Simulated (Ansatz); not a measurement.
# CsO (Immm): phonons and vibrational spectra

Wanted: phonon frequencies of CsO (Immm) and what follows from them.

Calculated with Ansatz 0.2.0; DFT LDA, scalar-relativistic, plane waves, PAW.

### 1. Starting point

Symmetry: Immm, No. 71, orthorhombic system. The conventional cell has a = 4.322 Å, b = 6.430 Å, c = 7.517 Å, α = 90.00°, β = 90.00°, γ = 90.00°. Nearest to Cs lie 6 O at 2.97 to 3.08 Å. Nearest to O lie 1 O at 1.54 Å and 6 Cs at 2.97 to 3.08 Å. Farther neighbours and most contacts between anions are not listed.

As a file:

```cif
data_structure
_symmetry_space_group_name_H-M 'P 1'
_symmetry_Int_Tables_number 1
_cell_length_a 5.3975
_cell_length_b 5.3975
_cell_length_c 5.3975
_cell_angle_alpha 132.797
_cell_angle_beta 106.882
_cell_angle_gamma 91.731
_cell_volume 104.45
loop_
_atom_site_label
_atom_site_type_symbol
_atom_site_fract_x
_atom_site_fract_y
_atom_site_fract_z
_atom_site_occupancy
Cs1 Cs 0.75000 0.75000 0.00000 1
Cs2 Cs 0.25000 0.25000 0.00000 1
O3 O 0.62000 0.00000 0.62000 1
O4 O 0.38000 0.00000 0.38000 1
```

### 2. Rough relaxation

A rough relaxation comes first, because large forces or stress need no tight tolerances yet.

input.yaml reads:

```yaml
crystal:
  lattice:
    - [-2.161, 3.215, 3.7585]
    - [2.161, -3.215, 3.7585]
    - [2.161, 3.215, -3.7585]
  atoms:
    - { symbol: Cs, position: [0.75, 0.75, 0.0] }
    - { symbol: Cs, position: [0.25, 0.25, 0.0] }
    - { symbol: O, position: [0.62, 0.0, 0.62] }
    - { symbol: O, position: [0.38, 0.0, 0.38] }
kpoints:
  mp_grid: { grid: [6, 6, 6] }
hamiltonian:
  xc: lda
scf:
  occupations: { method: gaussian, width: 0.1 }
output:
  forces: true
  stress: true
  eigenvalues: true
relax:
  adjacent_minimum: "off"
  f_tol: 0.05
  max_steps: 80
  cell: { stress_tol: 0.5 }
```

On the command line:

```console
$ ansatz run input.yaml --threads 4 --pin off --max-ram 7168MiB --backend cpu --events-out ev --progress --plain --runs-dir out
```

Numbers of over 12 decimals in the logs are rounded to 6 here.

The log of the run:

```text
The last accepted step is kept in <dir> (removed where the run ends without a failure and the disk answers)
Engine: ansatz 0.2.0, aarch64-unknown-linux-gnu
Pseudopotentials: kind: paw
Pseudopotential: Cs, paw, valence charge 9, recommended cutoff 420 eV (normal), Cs.paw.azcp
Pseudopotential: O, paw, valence charge 6, recommended cutoff 420 eV (normal), O.paw.azcp
Functional definition: SPW92
  exchange = slater_x
[...]
cell:  # Å, volume = 95.5126 Å³
    - [-2.098610, 3.113704, 3.654193]
    - [2.098610, -3.113704, 3.654193]
    - [2.098610, 3.113704, -3.654193]
  atoms:
    - { symbol: Cs, position: [0.747775, 0.747775, 0] }
    - { symbol: Cs, position: [0.252225, 0.252225, 0] }
    - { symbol: O, position: [0.617366, -1.3846402628523138e-18, 0.617366] }
    - { symbol: O, position: [0.382634, -1.3846402628523136e-18, 0.382634] }
[key lines of the parts left out:]
SCF converged after 6 iterations
Free energy (F): -12119.771860 eV
Fermi energy:    8.276605 eV
P = ⅓ Tr σ = -0.2434 GPa (-2.434 kbar)
```

Wall time 27 s (4 threads of Arm Neoverse N1, shared host); peak memory 0.43 GiB; 74 s of CPU time.

Step by step:

```csv
step,energy less that of the first step (eV),largest force component (eV/Å),pressure (GPa),volume (Å³)
1,0.0000,1.3189,-3.79,104.45
2,-0.0434,0.9362,2.37,91.39
3,-0.1570,0.2253,0.13,94.84
4,-0.1640,0.0654,-0.16,95.73
5,-0.1648,0.0011,-0.01,95.51
6*,-0.1523,0.0013,-0.24,95.51
```

Relaxation steps marked * repeat the geometry before them on a plane-wave basis chosen anew for their cell, so energy and pressure can jump there.

The run keeps the 8 symmetry operations that it works with, so distortions that break them were not tested.

```csv
"conventional cell, symmetrised",before,after,change
a (Å),4.322,4.197,-2.9 %
b (Å),6.430,6.227,-3.2 %
c (Å),7.517,7.308,-2.8 %
volume (Å³/atom),26.11,23.88,-8.6 %
```

The atoms that moved most (Å, as changes of fractional coordinates times the final cell):

```csv
atom,dx,dy,dz,length
O4,0.000,0.016,0.000,0.016
O3,0.000,-0.016,0.000,0.016
Cs2,0.000,0.000,0.016,0.016
Cs1,0.000,0.000,-0.016,0.016
```

The relaxed structure:

```xyz
4
Lattice="-2.0986 3.1137 3.6542 2.0986 -3.1137 3.6542 2.0986 3.1137 -3.6542" Properties=species:S:1:pos:R:3 pbc="T T T"
Cs    0.0000    0.0000    5.4650
Cs    0.0000    0.0000    1.8434
O     0.0000    3.8446    0.0000
O     0.0000    2.3828    0.0000
```

This step gave:

| Item | Value |
| --- | --- |
| pressure | -0.2434 GPa |
| gap on the k-mesh | 1.767 eV |
| volume per atom | 23.88 Å³ |
| direct gap on mesh | 1.793 eV |

In this step the volume went from 26.11 to 23.88 Å³/atom.

### 3. Bringing the structure to rest

Harmonic phonons are second derivatives at a point where the forces vanish, and they are wanted at zero stress, so atoms and cell are relaxed first.

input.yaml reads:

```yaml
crystal:
  lattice:
    - [-2.0986103355, 3.1137037343, 3.6541930879]
    - [2.0986103355, -3.1137037343, 3.6541930879]
    - [2.0986103355, 3.1137037343, -3.6541930879]
  atoms:
    - { symbol: Cs, position: [0.7477749331, 0.7477749331, 0.0] }
    - { symbol: Cs, position: [0.2522250669, 0.2522250669, 0.0] }
    - { symbol: O, position: [0.6173655569, 0.0, 0.6173655569] }
    - { symbol: O, position: [0.3826344431, 0.0, 0.3826344431] }
kpoints:
  mp_grid: { grid: [8, 8, 8] }
hamiltonian:
  xc: lda
scf:
  occupations: { method: gaussian, width: 0.02 }
output:
  forces: true
  stress: true
  eigenvalues: true
relax:
  adjacent_minimum: "off"
  f_tol: 0.005
  max_steps: 80
  cell: { stress_tol: 0.05 }
```

The log of the run:

```text
[...]
Crystal: 4 atoms, lattice volume = 95.513 Å³
Basis set: ecut = 420 eV, 1861 PW (Γ)
Bands: 19, of which v1, the nominal top of the filled ones, is band 15 counted from 1 (14 counted from 0)
Symmetry: 8 space group operations
[...]
k-points: 95 of 512
[...]
--- Relaxed structure (4 steps of the walk, 4 accepted, 1 SCFs on fresh bases) ---
[...]
cell:  # Å, volume = 94.8578 Å³
    - [-2.093920, 3.103359, 3.649394]
    - [2.093920, -3.103359, 3.649394]
    - [2.093920, 3.103359, -3.649394]
  atoms:
    - { symbol: Cs, position: [0.748062, 0.748062, 0] }
    - { symbol: Cs, position: [0.251938, 0.251938, 0] }
    - { symbol: O, position: [0.617693, 0, 0.617693] }
    - { symbol: O, position: [0.382307, 0, 0.382307] }
[key lines of the parts left out:]
SCF converged after 5 iterations
Free energy (F): -12119.772335 eV
Fermi energy:    8.314219 eV
P = ⅓ Tr σ = -0.0179 GPa (-0.179 kbar)
```

Run time: 36 s. Hardware: 4 threads; peak memory 0.48 GiB.

The steps of the relaxation:

```csv
step,energy less that of the first step (eV),largest force component (eV/Å),pressure (GPa),volume (Å³)
1,0.0000,0.0014,-0.24,95.51
2,-0.0028,0.0205,0.22,94.26
3,-0.0019,0.0073,0.00,94.86
4,-0.0019,0.0041,0.00,94.86
5*,-0.0006,0.0038,-0.02,94.86
```

Relaxation steps marked * repeat the geometry before them on a plane-wave basis chosen anew for their cell, so energy and pressure can jump there.

The run keeps the 8 symmetry operations that it works with, so distortions that break them were not tested.

```csv
"conventional cell, symmetrised",before,after,change
a (Å),4.197,4.188,-0.2 %
b (Å),6.227,6.207,-0.3 %
c (Å),7.308,7.299,-0.1 %
volume (Å³/atom),23.88,23.71,-0.7 %
```

The relaxed structure:

```xyz
4
Lattice="-2.0939 3.1034 3.6494 2.0939 -3.1034 3.6494 2.0939 3.1034 -3.6494" Properties=species:S:1:pos:R:3 pbc="T T T"
Cs    0.0000    0.0000    5.4599
Cs    0.0000    0.0000    1.8388
O     0.0000    3.8338    0.0000
O     0.0000    2.3729    0.0000
```

This step gave:

- pressure: -0.01789 GPa
- gap on the k-mesh: 1.695 eV
- volume per atom: 23.71 Å³
- direct gap on mesh: 1.810 eV

In this step the volume went from 23.88 to 23.71 Å³/atom.

### 4. Relaxing to small forces for the phonons

Phonons need a cell at rest on their own settings, so the relaxation is repeated with tight tolerances on forces and stress on the k mesh and occupations of the first response run.

input.yaml reads:

```yaml
crystal:
  lattice:
    - [-2.0939201984, 3.1033592094, 3.6493935178]
    - [2.0939201984, -3.1033592094, 3.6493935178]
    - [2.0939201984, 3.1033592094, -3.6493935178]
  atoms:
    - { symbol: Cs, position: [0.7480621677, 0.7480621677, 0.0] }
    - { symbol: Cs, position: [0.2519378323, 0.2519378323, 0.0] }
    - { symbol: O, position: [0.6176933229, 0.0, 0.6176933229] }
    - { symbol: O, position: [0.3823066771, 0.0, 0.3823066771] }
kpoints:
  mp_grid: { grid: [8, 8, 8] }
hamiltonian:
  xc: lda
scf:
  occupations: { method: fixed }
output:
  forces: true
  stress: true
  eigenvalues: true
relax:
  adjacent_minimum: "off"
  f_tol: 0.001
  max_steps: 60
  cell: { stress_tol: 0.01 }
```

The log of the run:

```text
[...]
Crystal: 4 atoms, lattice volume = 94.858 Å³
Basis set: ecut = 420 eV, 1849 PW (Γ)
Bands: 19, of which v1, the nominal top of the filled ones, is band 15 counted from 1 (14 counted from 0)
Symmetry: 8 space group operations
[...]
k-points: 95 of 512
[...]
--- Relaxed structure (8 steps of the walk, 7 accepted, 3 SCFs on fresh bases) ---
[...]
cell:  # Å, volume = 94.7840 Å³
    - [-2.092821, 3.103080, 3.648801]
    - [2.092821, -3.103080, 3.648801]
    - [2.092821, 3.103080, -3.648801]
  atoms:
    - { symbol: Cs, position: [0.748186, 0.748186, 0] }
    - { symbol: Cs, position: [0.251814, 0.251814, 0] }
    - { symbol: O, position: [0.617714, 0, 0.617714] }
    - { symbol: O, position: [0.382286, 0, 0.382286] }
[key lines of the parts left out:]
SCF converged after 5 iterations
Free energy (F): -12119.772317 eV
Fermi energy:    7.474070 eV
P = ⅓ Tr σ = 0.0008 GPa (0.008 kbar)
```

Elapsed: 80 s, on 4 threads; peak memory 0.48 GiB.

Little changed from the start: no atom moved by 0.005 Å and no cell edge by 0.1 %.

This step gave:

| Item | Value |
| --- | --- |
| pressure | 7.56e-4 GPa |
| gap on the k-mesh | 1.697 eV |
| volume per atom | 23.70 Å³ |
| direct gap on mesh | 1.812 eV |

The largest force component left is 0.24 meV/Å and the pressure is 0.001 GPa, within the tolerances set. The cell now holds 23.70 Å³/atom.

(Continued in part 2 of 2.)

[Logs are printed without paths, hosts, clocks, repeated set-up lines and the standing remarks that a program may print on its own settings, such as how far it seeks lower states.]

[Hosts, paths, dates, database ids (printed as entryN), source tags and the programs' standing remarks are cut or masked in the printed files.]
